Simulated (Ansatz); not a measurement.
# 2H-VSeTe monolayer in a perpendicular field, part 3 of 3

Wanted: the out-of-plane response of the 2H-VSeTe monolayer. A positive field points along +c.

Ansatz 0.2.0; plane-wave DFT, PBE-D3(BJ), Ansatz PAW.

So far. Step 3 (Single point, field 0): The gap is 0.11 eV, with the valence edge 5.35 eV and the conduction edge 5.24 eV under the upper vacuum level. Spin-orbit coupling, left out in this run, matters for the bands of elements this heavy. Step 4 (Single point, field 0.1 V/Å): The dipole is 0.00458 e·Å, 0.0329 e·Å from its value without field, and the gap 0.101 eV.

## 5. Single point, field -0.1 V/Å

The input, input.yaml:

```yaml
crystal:
  lattice:
    - [3.4224685164, 0.0, 0.0]
    - [-1.7112342582, 2.9639446789, 0.0]
    - [0.0, 0.0, 21.3475834258]
  atoms:
    - { symbol: Te, position: [0.3333333333, 0.6666666667, 0.421593387], spin: -0.05 }
    - { symbol: V, position: [0.0, 0.0, 0.5080403252], spin: 0.85 }
    - { symbol: Se, position: [0.3333333333, 0.6666666667, 0.578406613], spin: -0.02 }
magnetization:
  spin_polarized: true
kpoints:
  mp_grid: { grid: [18, 18, 1] }
  band_path:
    path: [[0, 0, 0], [0.5, 0, 0], [0.33333333, 0.33333333, 0], [0, 0, 0]]
    npoints: 16
hamiltonian:
  xc: pbe
  dispersion: d3bj
scf:
  occupations: { method: fermi_dirac, width: 0.02585 }
  convergence: { dr2_threshold: 1.0e-10 }
efield:
  axis: 3
  dipole_correction: true
  ramp_position: 0.97
  ramp_width: 0.06
  amplitude: -0.1
output:
  write_potential: true
  write_density: true
  volumetric_format: npy
```

The run is started by

```bash
$ ansatz run input.yaml --threads 2 --pin off --max-ram 3072MiB --backend cpu --events-out ev --progress --plain --runs-dir out
```

Numbers of over 12 decimals in the logs are rounded to 6 here.

The log of the run:

```text
[...]
Crystal: 3 atoms, lattice volume = 216.550 Å³
Basis set: ecut = 420 eV, 4223 PW (Γ)
Bands: 28, of which v1, the nominal top of the filled ones, is band 23 counted from 1 (22 counted from 0)
Symmetry: 6 space group operations
k-points: 37 of 324 (time reversal used)
[...]
Starting moments: Σ|m| = 0.92 μB on 3 of 3 sites
[...]
k-point 1 ↑: bands = [... 19 lower, -1.8827, -0.7207, -0.7102, -0.1507, 2.2515, 2.3913, 2.8786, 3.1230, ... 1 higher]
  k-point 2 ↑: bands = [... 19 lower, -1.8648, -0.8721, -0.8048, -0.1864, 1.9291, 2.2333, 2.3044, 2.9978, ... 1 higher]
  k-point 36 ↓: bands = [... 19 lower, -3.2170, -3.0466, -1.2935, 0.5906, 1.5608, 1.9676, 2.3757, 3.3267, ... 1 higher]
[key lines of the parts left out:]
SCF converged after 15 iterations
Magnetization: 0.9933 μB (22.9967 up, 22.0033 down)
Free energy (F): -15363.987108 eV
Fermi energy:    -0.089933 eV
Dipole field:    D = -0.051195 V/Å  (p = -0.061267 e·Å, saw-weighted, corrected)
```

The job ended after 29 s (2 threads of Intel Xeon Platinum 8488C (Sapphire Rapids), shared host; peak memory 0.84 GiB).

The dipole is -0.0613 e·Å, -0.0329 e·Å from its value without field, and the gap 0.115 eV.

## 6. Response, atoms held

This step: plane-wave DFT, PBE-D3(BJ), Ansatz PAW; response to a field along the normal, atoms held (Ansatz 0.2.0).

The dipoles give the slope, and the difference of two potentials shows where the field is screened.

Numbers from this step:

```
equivalent conductor thickness p/(ε₀AE) : 5.873 Å
distance between the outer atoms        : 3.348 Å
```

Dipole of the cell against applied field:

```
applied field (V/Å)  dipole of the cell (e·Å)
            -0.1000                   -0.0613
             0.0000                   -0.0283
             0.1000                   0.00458
```

The total moment by applied field:

```
applied field (V/Å)  total moment (μB)
            -0.1000              0.993
             0.0000              0.992
             0.1000              0.991
```

Local field over the applied field, running mean. From the potentials at -0.1 and 0.1 V/Å; running mean over 2.5 Å. Local field over applied field against z:

z (Å), local field over applied field and a bar:
```
      4.5      0.997 ##############################
      5.0      0.990 ##############################
      5.5      0.974 #############################
      6.0      0.933 ############################
      6.5      0.847 #########################
      7.0      0.705 #####################
      7.5      0.534 ################
      8.0      0.361 ##########
      8.5      0.201 ######
      9.0      0.088 ##
      9.5      0.047 #
     10.0      0.033 
     10.5      0.022 
     11.0      0.028 
     11.5      0.046 #
     12.0      0.075 ##
     12.5      0.168 ####
     13.0      0.322 #########
     13.5      0.499 ###############
     14.0      0.674 ####################
     14.5      0.828 #########################
     15.0      0.926 ############################
     15.5      0.971 #############################
     16.0      0.990 ##############################
     16.5      0.996 ##############################
     17.0      0.999 ##############################
```

Electrons, planar mean, per unit field. Table of induced electron density by z:

```
z (Å)  induced electron density (e/Å³ per V/Å)
 4.00                                   4.7e-6
 4.30                                   9.2e-6
 4.74                                   2.5e-5
 5.04                                   4.7e-5
 5.49                                   1.2e-4
 5.78                                   2.2e-4
 6.23                                   5.1e-4
 6.52                                   8.6e-4
 6.82                                  0.00142
 7.26                                  0.00263
 7.56                                  0.00336
 8.01                                  0.00291
 8.30                                  0.00136
 8.75                                   7.2e-4
 9.04                                   6.9e-4
 9.34                                   5.7e-4
 9.78                                  -2.3e-5
10.08                                 -0.00100
10.53                                  -5.2e-4
10.82                                   8.2e-4
11.27                                   6.7e-4
11.56                                   7.9e-5
12.01                                  -8.0e-4
12.30                                  -6.0e-4
12.60                                  -8.1e-4
13.05                                 -0.00272
13.34                                 -0.00368
13.79                                 -0.00286
14.08                                 -0.00191
14.53                                  -8.9e-4
14.82                                  -5.1e-4
15.12                                  -2.9e-4
15.57                                  -1.1e-4
15.86                                  -6.1e-5
16.31                                  -2.3e-5
16.60                                  -1.2e-5
17.05                                  -4.3e-6
17.34                                  -2.2e-6
```

By hand: between -0.1 and 0.1 V/Å the dipole changes by 0.06585 e·Å, a slope of 0.3293 e·Å²/V. A perfect conductor of thickness t has p = ε₀AEt, so t = 180.95 × 0.3293 / 10.144 = 5.87 Å (e/ε₀ = 180.95 V·Å, A in Å²).

The induced dipole is that of a conductor 5.87 Å thick.

## 7. Outcome

```yaml
gap_without_field: 0.108 eV
ionisation_energy_upper_face: 5.35 eV
electron_affinity_upper_face: 5.24 eV
step_between_the_vacuum_levels: 0.506 eV
equivalent_conductor_thickness_atoms_held: 5.87 Å
```

**Reading.** The induced dipole equals that of a perfect conductor 5.87 Å thick, while the outer atoms lie 3.35 Å apart; an out-of-plane ε follows only once a thickness t is chosen, by 1 − 1/ε = 5.87 Å / t. The two faces differ: the vacuum level above lies 0.51 eV higher than the one below. The gap stays within 0.01 eV of 0.11 eV over the fields run, up to 0.1 V/Å in size. Semilocal functionals give gaps that are too small, and excitons are not included. The magnetic order is the one reached from the typed start; other orders were not compared. Spin-orbit coupling is left out, which matters for the bands of elements this heavy.

[Logs are printed without paths, hosts, clocks, repeated set-up lines and the standing remarks that a program may print on its own settings, such as how far it seeks lower states.]

[Hosts, paths, dates, database ids (printed as entryN), source tags and the programs' standing remarks are cut or masked in the printed files.]

[Maps of the electrostatic potential energy from Ansatz leave out the sawtooth potential of an applied field or a dipole correction, so their vacuum need not be flat; planar profiles and work functions include it.]
